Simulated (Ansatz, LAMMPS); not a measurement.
# Glassy 81B2O3-19MgO (mol %) (137 atoms) under strain, part 2 of 3

Aim: relax glassy 81B2O3-19MgO (mol %) (137 atoms), then change its volume and shape to read moduli from the stress.

Ansatz 0.2.0; Kohn-Sham DFT, PBEsol, PAW (set soft_2), plane waves.

The cell: 50 B, 6 Mg and 81 O. The quench rate of 20 K/ps far exceeds what a furnace or splat quench reaches. The network of bonds at the start is that of the classical potential that made the cell. Sampling is at Γ alone.

So far. Step 2 (Single point at the start): The r.m.s. force at the start is 1.1 eV/Å. Step 3 (Cell and atoms relaxed): The relaxation converged after 59 steps, with a largest force component of 0.022 eV/Å.

### Step 4. Single point at the relaxed geometry

One more single point at the end of the walk gives the fuller output and checks the residual forces.

File input.yaml:

```yaml
crystal:
  lattice:
    - [11.46125, -0.10353, 0.14117]
    - [-0.10353, 11.3421, 0.24868]
    - [0.14117, 0.24868, 10.99853]
  atoms:
    - { symbol: B, position: [0.60087, 0.45238, 0.2941] }
    - { symbol: B, position: [0.46539, 0.99244, 0.52413] }
    - { symbol: B, position: [0.09752, 0.65024, 0.23861] }
    - { symbol: B, position: [0.19347, 0.48437, 0.65721] }
    - { symbol: B, position: [0.61135, 0.94332, 0.70666] }
    - { symbol: B, position: [0.24491, 0.16283, 0.41547] }
    [... 125 atom lines left out ...]
    - { symbol: O, position: [0.13565, 0.33691, 0.24175] }
    - { symbol: O, position: [0.83291, 0.57949, 0.37853] }
    - { symbol: O, position: [0.3985, 0.97034, 0.19997] }
    - { symbol: O, position: [0.05262, 0.97636, 0.08407] }
    - { symbol: O, position: [0.55059, 0.98467, 0.81063] }
    - { symbol: O, position: [0.42381, 0.60955, 0.92792] }
kpoints:
  mp_grid: { grid: [1, 1, 1] }
hamiltonian:
  xc: pbesol
scf:
  occupations: { method: gaussian, width: 0.05 }
output:
  forces: true
  stress: true
  populations: true
  dos:
    method: { smearing: { sigma: 0.15 } }
    de: 0.1
    projected: { site_lists: { B: [B], Mg: [Mg], O: [O] } }
  eigenvalues: true
  write_density: true
  write_potential: true
  volumetric_format: npy
```

Run with:

```console
$ ansatz run input.yaml --threads 4 --pin off --max-ram 8192MiB --backend cpu --events-out ev --progress --plain --runs-dir out
```

Numbers of over 12 decimals in the logs are rounded to 6 here.

Output:

```text
[...]
Crystal: 137 atoms, lattice volume = 1428.690 Å³
Basis set: ecut = 420 eV, 27883 PW (Γ), exchange–correlation on 160×160×150 points (8 copies of the dense FFT grid, shifted against one another)
Bands: 485, of which v1, the nominal top of the filled ones, is band 348 counted from 1 (347 counted from 0)
Symmetry: 1 space group operations
[...]
k-points: 1
[...]
SCF iter   1: F=—  HF=-64654.249308 eV  |F-HF|=—  |Δ(HF+E_count)|=         —  Δρ=1.22e-2  dr2=1.61e0  ethr=1.77e-3  ⟨swp⟩=6.0  Hψ=2129  notcnv=0  defer=93
[...]
SCF iter   9: F=-64653.809759 eV  HF=-64653.809759 eV  |F-HF|=2.46e-8  |Δ(HF+E_count)|=   5.19e-7  Δρ=2.85e-6  dr2=9.62e-8  ethr=1.44e-11  ⟨swp⟩=23.0  Hψ=4256  notcnv=0
SCF 1 converged in 9 iterations: F = -64653.809759 eV  dr2 = 9.62e-8
[...]
WARN: The input density's exchange-correlation potential varies sharply where the density is thin. Do not read a vacuum level from v_tot or v_xc, or from such a field of the output density. On a cell that repeats whose density bears no net charge and no dipole along the vacuum's axis use v_es (v_loc + v_h of the components); [...]
SCF converged after 9 iterations
Free energy (F): -64653.809759 eV
[...]
Internal energy: -64653.809759 eV  (E = F + TS)
E sigma→0 (E₀):  -64653.809759 eV
Fermi energy:    5.424501 eV
[...]
--- Forces (eV/Å), atoms counted from 1 ---
  atom   1  B      0.00004435     0.00010821     0.00141005
  atom   2  B      0.00646490    -0.00056988     0.00069949
  atom   3  B      0.01002552    -0.00282814     0.00212606
  atom   4  B     -0.00007030     0.00361493    -0.00307083
  atom   5  B     -0.00959981     0.00588002     0.00467715
  atom   6  B      0.00555844    -0.00115672     0.00453079
  atom   7  B     -0.00327232    -0.00430079    -0.00525788
  atom   8  B     -0.02200441     0.01088674    -0.00061571
  atom   9  B     -0.00016035    -0.00311024    -0.00055866
  atom  10  B      0.00692465    -0.00222795     0.00576709
  atom  11  B      0.00166868    -0.00470687    -0.00184356
  atom  12  B     -0.00017813     0.00478897    -0.00201480
  atom  13  B      0.01648640     0.00221358    -0.00726257
  atom  14  B      0.00209348     0.00336303    -0.00494499
[...]
atom 136  O      0.00711112    -0.00043546    -0.00098019
  atom 137  O      0.00032551     0.00120026    -0.00140852
  max |Σ_I F_I| component: 1.48e-4 eV/Å
--- Stress (GPa, compression-positive) ---
       -0.009190       0.002725      -0.003584
        0.002726      -0.010801       0.000471
       -0.003574       0.000463      -0.020041
  P = ⅓ Tr σ = -0.0133 GPa (-0.133 kbar)
--- Band table (eV) ---
[...]
--- Löwdin populations: 137 sites ---
  site symbol       q [e]
     0      B      2.3710
     1      B      2.3631
     2      B      2.4162
[...]
136      O      6.3699
  spilling = 0.008722 (of n_electrons = 696.000000)
```

The job ended after 13 s (4 threads of Intel Xeon Platinum 8559C (Emerald Rapids), shared host; peak memory 2.2 GiB).

The program notes that the exchange-correlation potential is rough where the density is thin.

The run gave:

| Item | Value |
| --- | --- |
| free energy | -64653.8098 eV |
| free energy per atom | -471.9256 eV/atom |
| SCF cycles | 9 |
| pressure | -0.01334 GPa |
| r.m.s. force component | 0.00579 eV/Å |
| longest force | 0.0293 eV/Å |
| Fermi energy | 5.425 eV |
| gap (highest filled to lowest empty level) | 4.587 eV |
| spilling of the projection | 0.008722 |

### Step 5. Volume -3 %

The relaxed cell is scaled evenly and the atoms are relaxed again; the stress at the end gives one point of P(V).

input.yaml, the sections that differ from step 4:

```yaml
crystal:
  lattice:
    - [11.34547, -0.10248, 0.13974]
    - [-0.10248, 11.22753, 0.24617]
    - [0.13974, 0.24617, 10.88743]
  atoms:
    [... the 137 atom lines of step 4 ...]
output:
  forces: true
  eigenvalues: true
  stress: true
relax:
  f_tol: 0.05
  max_steps: 70
# kpoints, hamiltonian, scf: as in step 4
```

Output:

```text
Warning: output.stress: scf.convergence.dr2_threshold = 1e-7 eV (the SCF's general default) is looser than the 1.08e-8 eV advised for a printed stress (1e-10 eV for each atom of the cell: 137, of which 108 are counted). What an SCF threshold leaves in a stress goes as its square root, and in the free energy as the threshold itself, and one threshold admits the most on a small cell: [...]
[...]
Crystal: 137 atoms, lattice volume = 1385.830 Å³
Basis set: ecut = 420 eV, 27073 PW (Γ), exchange–correlation on 160×160×150 points (8 copies of the dense FFT grid, shifted against one another)
Bands: 485, of which v1, the nominal top of the filled ones, is band 348 counted from 1 (347 counted from 0)
Symmetry: 1 space group operations
[...]
k-points: 1
[...]
SCF iter   1: F=—  HF=-64653.486962 eV  |F-HF|=—  |Δ(HF+E_count)|=         —  Δρ=1.23e-2  dr2=1.59e0  ethr=1.77e-3  ⟨swp⟩=6.0  Hψ=2124  notcnv=0  defer=98
[...]
SCF iter   6: F=—  HF=-64653.046232 eV  |F-HF|=—  |Δ(HF+E_count)|=   1.15e-4  Δρ=4.09e-5  dr2=2.27e-5  ethr=3.02e-8  ⟨swp⟩=2.0  Hψ=680  notcnv=0  defer=129
SCF iter   7: F=-64653.046247 eV  HF=-64653.046249 eV  |F-HF|=1.42e-6  |Δ(HF+E_count)|=   1.71e-5  Δρ=2.24e-5  dr2=5.82e-6  ethr=3.26e-9  ⟨swp⟩=19.0  Hψ=2675  notcnv=0
SCF 1 converged in 7 iterations: F = -64653.046247 eV  dr2 = 5.82e-6
[...]
relax step   1: F+E_penalty+E_count = -64653.04624729 eV  Δ(F+E_penalty+E_count) = +0.000e0 eV  max|allowed force component| = 5.698e-1 eV/Å  Δτ_max = 0.0000 Å  (7 SCF iters, dr2 threshold 6.25e-5 eV, accepted)
[...]
relax step   2: F+E_penalty+E_count = -64653.41092434 eV  Δ(F+E_penalty+E_count) = -3.647e-1 eV  max|allowed force component| = 3.353e-1 eV/Å  Δτ_max = 0.0525 Å  (6 SCF iters, dr2 threshold 2.03e-5 eV, accepted)
[...]
relax step   3: F+E_penalty+E_count = -64653.54376495 eV  Δ(F+E_penalty+E_count) = -1.328e-1 eV  max|allowed force component| = 2.008e-1 eV/Å  Δτ_max = 0.0451 Å  (6 SCF iters, dr2 threshold 7.03e-6 eV, accepted)
relax step   4: F+E_penalty+E_count = -64653.31218835 eV  Δ(F+E_penalty+E_count) = +2.316e-1 eV  max|allowed force component| = 1.124e0 eV/Å  Δτ_max = 0.2000 Å  (7 SCF iters, dr2 threshold 1.40e-5 eV, rejected (line search))
relax step   5: F+E_penalty+E_count = -64653.59847857 eV  Δ(F+E_penalty+E_count) = -5.471e-2 eV  max|allowed force component| = 9.247e-2 eV/Å  Δτ_max = 0.0726 Å  (10 SCF iters, accepted)
relax step   6: F+E_penalty+E_count = -64653.59116749 eV  Δ(F+E_penalty+E_count) = +7.311e-3 eV  max|allowed force component| = 3.153e-1 eV/Å  Δτ_max = 0.0728 Å  (9 SCF iters, rejected (line search))
[...]
relax step   7: F+E_penalty+E_count = -64653.60877733 eV  Δ(F+E_penalty+E_count) = -1.030e-2 eV  max|allowed force component| = 4.837e-2 eV/Å  Δτ_max = 0.0353 Å  (8 SCF iters, accepted)
SCF converged after 8 iterations
Free energy (F): -64653.608777 eV
[...]
Internal energy: -64653.608777 eV  (E = F + TS)
E sigma→0 (E₀):  -64653.608777 eV
Fermi energy:    5.773354 eV
[...]
Σ components = -64653.608777   (vs F -64653.608777, Δ=0.00e0)
--- Forces (eV/Å), atoms counted from 1 ---
  atom   1  B      0.00248040     0.00384997     0.00008704
  atom   2  B     -0.00602074     0.01145941    -0.00533963
  atom   3  B      0.00037709    -0.00299883    -0.00401014
  atom   4  B     -0.00338742     0.00594714    -0.00141102
[...]
atom 137  O     -0.00609000     0.01087913     0.00139878
  max |Σ_I F_I| component: 1.44e-4 eV/Å
--- Stress (GPa, compression-positive) ---
        2.022779       0.152274      -0.029252
        0.152277       1.467478      -0.073837
       -0.029240      -0.073840       1.446555
  P = ⅓ Tr σ = 1.6456 GPa (16.456 kbar)
--- Band table (eV) ---
[...]
--- Relaxed structure (7 steps of the walk, 5 accepted, 0 SCFs on fresh bases) ---
  F+E_penalty+E_count = -64653.60877733 eV   max|allowed force component| = 4.837e-2 eV/Å
  atoms:
    - { symbol: B, position: [0.598940, 0.454525, 0.292665] }
    - { symbol: B, position: [0.465397, 0.996822, 0.523932] }
    - { symbol: B, position: [0.098644, 0.650051, 0.238898] }
    - { symbol: B, position: [0.193657, 0.484946, 0.655454] }
[...]
- { symbol: O, position: [0.424729, 0.607116, 0.930073] }
```

Wall time 77 s (4 threads); peak memory 2.1 GiB; 4.7 min of CPU time.

The program notes that the SCF threshold is loose for the stress.

The relaxation converged after 7 steps, 0.563 eV below its start, with a largest force component of 0.048 eV/Å.

Volume -3 %: the energy stands 0.201 eV above that of the reference, at a pressure of 1.65 GPa.

### Step 6. Volume +3 %

The relaxed cell is scaled to another volume.

Input and log are left out; they have the form of those shown for this kind of step.

The job ended after 87 s (4 threads of Intel Xeon Platinum 8559C (Emerald Rapids), shared host; peak memory 2.2 GiB).

The relaxation converged after 8 steps, 0.518 eV below its start, with a largest force component of 0.041 eV/Å.

Volume +3 %: the energy stands 0.179 eV above that of the reference, at a pressure of -1.39 GPa.

### Step 7. Volume -6 %

The relaxed cell is scaled to another volume.

Input and log are left out; they have the form of those shown for this kind of step.

Elapsed: 2.4 min, on 4 threads of Intel Xeon Platinum 8559C (Emerald Rapids), shared host; peak memory 2.1 GiB; 8.9 min of CPU time.

The relaxation converged after 13 steps, 2.38 eV below its start, with a largest force component of 0.041 eV/Å.

Volume -6 %: the energy stands 0.859 eV above that of the reference, at a pressure of 3.46 GPa.

### Step 8. Volume +6 %

The relaxed cell is scaled to another volume.

input.yaml, the sections that differ from step 5:

```yaml
crystal:
  lattice:
    - [11.68604, -0.10556, 0.14394]
    - [-0.10556, 11.56455, 0.25356]
    - [0.14394, 0.25356, 11.21424]
  atoms:
    [... the 137 atom lines of step 4 ...]
# kpoints, hamiltonian, scf, output, relax: as in step 5
```

Output:

```text
[...]
Crystal: 137 atoms, lattice volume = 1514.411 Å³
Basis set: ecut = 420 eV, 29627 PW (Γ), exchange–correlation on 160×160×150 points (8 copies of the dense FFT grid, shifted against one another)
Bands: 485, of which v1, the nominal top of the filled ones, is band 348 counted from 1 (347 counted from 0)
Symmetry: 1 space group operations
[...]
k-points: 1
[...]
SCF iter   1: F=—  HF=-64651.578314 eV  |F-HF|=—  |Δ(HF+E_count)|=         —  Δρ=1.20e-2  dr2=1.67e0  ethr=1.77e-3  ⟨swp⟩=6.0  Hψ=2088  notcnv=0  defer=90
[...]
SCF iter   6: F=—  HF=-64651.132396 eV  |F-HF|=—  |Δ(HF+E_count)|=   1.84e-4  Δρ=4.35e-5  dr2=3.32e-5  ethr=6.27e-8  ⟨swp⟩=2.0  Hψ=809  notcnv=0  defer=129
SCF iter   7: F=-64651.132421 eV  HF=-64651.132422 eV  |F-HF|=9.37e-7  |Δ(HF+E_count)|=   2.54e-5  Δρ=2.39e-5  dr2=7.58e-6  ethr=4.78e-9  ⟨swp⟩=15.0  Hψ=3203  notcnv=0
SCF 1 converged in 7 iterations: F = -64651.132421 eV  dr2 = 7.58e-6
[...]
relax step   1: F+E_penalty+E_count = -64651.13242071 eV  Δ(F+E_penalty+E_count) = +0.000e0 eV  max|allowed force component| = 9.787e-1 eV/Å  Δτ_max = 0.0000 Å  (7 SCF iters, dr2 threshold 6.25e-5 eV, accepted)
[...]
relax step   2: F+E_penalty+E_count = -64652.40341267 eV  Δ(F+E_penalty+E_count) = -1.271e0 eV  max|allowed force component| = 5.874e-1 eV/Å  Δτ_max = 0.1129 Å  (6 SCF iters, dr2 threshold 5.99e-5 eV, accepted)
[...]
relax step   3: F+E_penalty+E_count = -64652.84224703 eV  Δ(F+E_penalty+E_count) = -4.388e-1 eV  max|allowed force component| = 3.378e-1 eV/Å  Δτ_max = 0.0858 Å  (7 SCF iters, dr2 threshold 2.16e-5 eV, accepted)
relax step   4: F+E_penalty+E_count = -64652.94732627 eV  Δ(F+E_penalty+E_count) = -1.051e-1 eV  max|allowed force component| = 6.206e-1 eV/Å  Δτ_max = 0.2000 Å  (7 SCF iters, dr2 threshold 3.78e-5 eV, accepted)
relax step   5: F+E_penalty+E_count = -64653.05432202 eV  Δ(F+E_penalty+E_count) = -1.070e-1 eV  max|allowed force component| = 1.384e-1 eV/Å  Δτ_max = 0.0542 Å  (6 SCF iters, dr2 threshold 1.00e-4 eV, accepted)
relax step   6: F+E_penalty+E_count = -64653.08405921 eV  Δ(F+E_penalty+E_count) = -2.974e-2 eV  max|allowed force component| = 1.731e-1 eV/Å  Δτ_max = 0.0679 Å  (9 SCF iters, accepted)
relax step   7: F+E_penalty+E_count = -64653.09745637 eV  Δ(F+E_penalty+E_count) = -1.340e-2 eV  max|allowed force component| = 9.263e-2 eV/Å  Δτ_max = 0.0226 Å  (8 SCF iters, accepted)
relax step   8: F+E_penalty+E_count = -64653.10364627 eV  Δ(F+E_penalty+E_count) = -6.190e-3 eV  max|allowed force component| = 8.164e-2 eV/Å  Δτ_max = 0.0216 Å  (8 SCF iters, accepted)
relax step   9: F+E_penalty+E_count = -64653.10733226 eV  Δ(F+E_penalty+E_count) = -3.686e-3 eV  max|allowed force component| = 6.760e-2 eV/Å  Δτ_max = 0.0149 Å  (7 SCF iters, accepted)
relax step  10: F+E_penalty+E_count = -64653.09510205 eV  Δ(F+E_penalty+E_count) = +1.223e-2 eV  max|allowed force component| = 1.686e-1 eV/Å  Δτ_max = 0.1053 Å  (7 SCF iters, dr2 threshold 3.13e-6 eV, rejected (line search))
[...]
relax step  11: F+E_penalty+E_count = -64653.11274755 eV  Δ(F+E_penalty+E_count) = -5.415e-3 eV  max|allowed force component| = 3.994e-2 eV/Å  Δτ_max = 0.0373 Å  (9 SCF iters, accepted)
SCF converged after 9 iterations
Free energy (F): -64653.112748 eV
[...]
Internal energy: -64653.112748 eV  (E = F + TS)
E sigma→0 (E₀):  -64653.112748 eV
Fermi energy:    4.782806 eV
[...]
Σ components = -64653.112748   (vs F -64653.112748, Δ=0.00e0)
--- Forces (eV/Å), atoms counted from 1 ---
  atom   1  B      0.00302407     0.00368250    -0.00125266
  atom   2  B      0.00764712     0.00899589     0.00708366
  atom   3  B      0.00675342    -0.00749025     0.00351515
  atom   4  B      0.01360228    -0.00021449    -0.01258039
[...]
atom 137  O     -0.01084606     0.00565753     0.00371829
  max |Σ_I F_I| component: 2.98e-5 eV/Å
--- Stress (GPa, compression-positive) ---
       -3.077922      -0.332079      -0.024940
       -0.332075      -2.225885       0.164684
       -0.024933       0.164676      -2.238020
  P = ⅓ Tr σ = -2.5139 GPa (-25.139 kbar)
--- Band table (eV) ---
[...]
--- Relaxed structure (11 steps of the walk, 10 accepted, 0 SCFs on fresh bases) ---
  F+E_penalty+E_count = -64653.11274755 eV   max|allowed force component| = 3.994e-2 eV/Å
  atoms:
    - { symbol: B, position: [0.605439, 0.448417, 0.294354] }
    - { symbol: B, position: [0.467021, 0.984063, 0.521149] }
    - { symbol: B, position: [0.095595, 0.649933, 0.239428] }
    - { symbol: B, position: [0.192158, 0.485817, 0.658844] }
[...]
- { symbol: O, position: [0.420477, 0.612073, 0.924752] }
```

Run time: 2.2 min. Hardware: 4 threads; peak memory 2.3 GiB.

The relaxation converged after 11 steps, 1.98 eV below its start, with a largest force component of 0.040 eV/Å.

Volume +6 %: the energy stands 0.697 eV above that of the reference, at a pressure of -2.51 GPa.

### Step 9. Volume -10 %

The relaxed cell is scaled to another volume.

input.yaml, the sections that differ from step 8:

```yaml
crystal:
  lattice:
    - [11.06572, -0.09996, 0.1363]
    - [-0.09996, 10.95068, 0.2401]
    - [0.1363, 0.2401, 10.61896]
  atoms:
    [... the 137 atom lines of step 4 ...]
# kpoints, hamiltonian, scf, output, relax: as in step 8
```

Output:

```text
[...]
Crystal: 137 atoms, lattice volume = 1285.821 Å³
Basis set: ecut = 420 eV, 25143 PW (Γ), exchange–correlation on 150×150×144 points (8 copies of the dense FFT grid, shifted against one another)
Bands: 485, of which v1, the nominal top of the filled ones, is band 348 counted from 1 (347 counted from 0)
Symmetry: 1 space group operations
[...]
k-points: 1
[...]
SCF iter   1: F=—  HF=-64644.616058 eV  |F-HF|=—  |Δ(HF+E_count)|=         —  Δρ=1.30e-2  dr2=1.61e0  ethr=1.77e-3  ⟨swp⟩=6.0  Hψ=2130  notcnv=0  defer=97
[...]
SCF iter   5: F=—  HF=-64644.157122 eV  |F-HF|=—  |Δ(HF+E_count)|=   1.05e-4  Δρ=1.32e-4  dr2=2.05e-4  ethr=2.43e-7  ⟨swp⟩=2.0  Hψ=745  notcnv=0  defer=129
SCF iter   6: F=-64644.157230 eV  HF=-64644.157218 eV  |F-HF|=1.15e-5  |Δ(HF+E_count)|=   9.59e-5  Δρ=4.12e-5  dr2=2.11e-5  ethr=8.98e-9  ⟨swp⟩=17.0  Hψ=3196  notcnv=0
SCF 1 converged in 6 iterations: F = -64644.157230 eV  dr2 = 2.11e-5
[...]
relax step   1: F+E_penalty+E_count = -64644.15722956 eV  Δ(F+E_penalty+E_count) = +0.000e0 eV  max|allowed force component| = 2.169e0 eV/Å  Δτ_max = 0.0000 Å  (6 SCF iters, dr2 threshold 6.25e-5 eV, accepted)
[...]
relax step   2: F+E_penalty+E_count = -64648.66613456 eV  Δ(F+E_penalty+E_count) = -4.509e0 eV  max|allowed force component| = 1.268e0 eV/Å  Δτ_max = 0.1637 Å  (7 SCF iters, dr2 threshold 1.00e-4 eV, accepted)
[...]
relax step   3: F+E_penalty+E_count = -64650.36143702 eV  Δ(F+E_penalty+E_count) = -1.695e0 eV  max|allowed force component| = 7.267e-1 eV/Å  Δτ_max = 0.1588 Å  (6 SCF iters, dr2 threshold 1.00e-4 eV, accepted)
relax step   4: F+E_penalty+E_count = -64650.98225939 eV  Δ(F+E_penalty+E_count) = -6.208e-1 eV  max|allowed force component| = 4.911e-1 eV/Å  Δτ_max = 0.2000 Å  (7 SCF iters, dr2 threshold 1.00e-4 eV, accepted)
relax step   5: F+E_penalty+E_count = -64651.08235267 eV  Δ(F+E_penalty+E_count) = -1.001e-1 eV  max|allowed force component| = 2.344e-1 eV/Å  Δτ_max = 0.0576 Å  (5 SCF iters, dr2 threshold 7.93e-5 eV, accepted)
relax step   6: F+E_penalty+E_count = -64651.11844156 eV  Δ(F+E_penalty+E_count) = -3.609e-2 eV  max|allowed force component| = 4.922e-1 eV/Å  Δτ_max = 0.2000 Å  (7 SCF iters, dr2 threshold 1.25e-5 eV, accepted)
relax step   7: F+E_penalty+E_count = -64651.19064790 eV  Δ(F+E_penalty+E_count) = -7.221e-2 eV  max|allowed force component| = 1.053e-1 eV/Å  Δτ_max = 0.0569 Å  (6 SCF iters, dr2 threshold 5.52e-5 eV, accepted)
relax step   8: F+E_penalty+E_count = -64651.19935584 eV  Δ(F+E_penalty+E_count) = -8.708e-3 eV  max|allowed force component| = 1.024e-1 eV/Å  Δτ_max = 0.0203 Å  (7 SCF iters, accepted)
relax step   9: F+E_penalty+E_count = -64651.00231422 eV  Δ(F+E_penalty+E_count) = +1.970e-1 eV  max|allowed force component| = 6.183e-1 eV/Å  Δτ_max = 0.1656 Å  (10 SCF iters, rejected (line search))
[...]
relax step  10: F+E_penalty+E_count = -64651.21118863 eV  Δ(F+E_penalty+E_count) = -1.183e-2 eV  max|allowed force component| = 4.320e-2 eV/Å  Δτ_max = 0.0323 Å  (10 SCF iters, accepted)
SCF converged after 10 iterations
Free energy (F): -64651.211189 eV
[...]
Internal energy: -64651.211189 eV  (E = F + TS)
E sigma→0 (E₀):  -64651.211189 eV
Fermi energy:    6.666500 eV
[...]
Σ components = -64651.211189   (vs F -64651.211189, Δ=0.00e0)
--- Forces (eV/Å), atoms counted from 1 ---
  atom   1  B     -0.01253236    -0.00589521     0.00069287
  atom   2  B      0.01735629    -0.00786388    -0.00602776
  atom   3  B     -0.00262157     0.00800747     0.00341379
  atom   4  B     -0.00766011    -0.03312077    -0.00386821
[...]
atom 137  O     -0.00819225     0.00440768     0.00199380
  max |Σ_I F_I| component: 1.37e-4 eV/Å
--- Stress (GPa, compression-positive) ---
        7.969116       0.611818      -0.187677
        0.611814       5.671300      -0.133039
       -0.187674      -0.133029       5.681508
  P = ⅓ Tr σ = 6.4406 GPa (64.406 kbar)
--- Band table (eV) ---
[...]
--- Relaxed structure (10 steps of the walk, 9 accepted, 0 SCFs on fresh bases) ---
  F+E_penalty+E_count = -64651.21118863 eV   max|allowed force component| = 4.320e-2 eV/Å
  atoms:
    - { symbol: B, position: [0.597407, 0.458579, 0.286419] }
    - { symbol: B, position: [0.465424, 1.007512, 0.523233] }
    - { symbol: B, position: [0.102236, 0.647462, 0.239747] }
    - { symbol: B, position: [0.193697, 0.486241, 0.652304] }
[...]
- { symbol: O, position: [0.421307, 0.597960, 0.932476] }
```

The job ended after 1.8 min (4 threads; peak memory 2 GiB).

The relaxation converged after 10 steps, 7.05 eV below its start, with a largest force component of 0.043 eV/Å.

Volume -10 %: the energy stands 2.60 eV above that of the reference, at a pressure of 6.44 GPa.

(Continued in part 3 of 3.)

[Logs are printed without paths, hosts, clocks, repeated set-up lines and the standing remarks that a program may print on its own settings, such as how far it seeks lower states.]

[Hosts, paths, dates, database ids (printed as entryN), source tags and the programs' standing remarks are cut or masked in the printed files.]
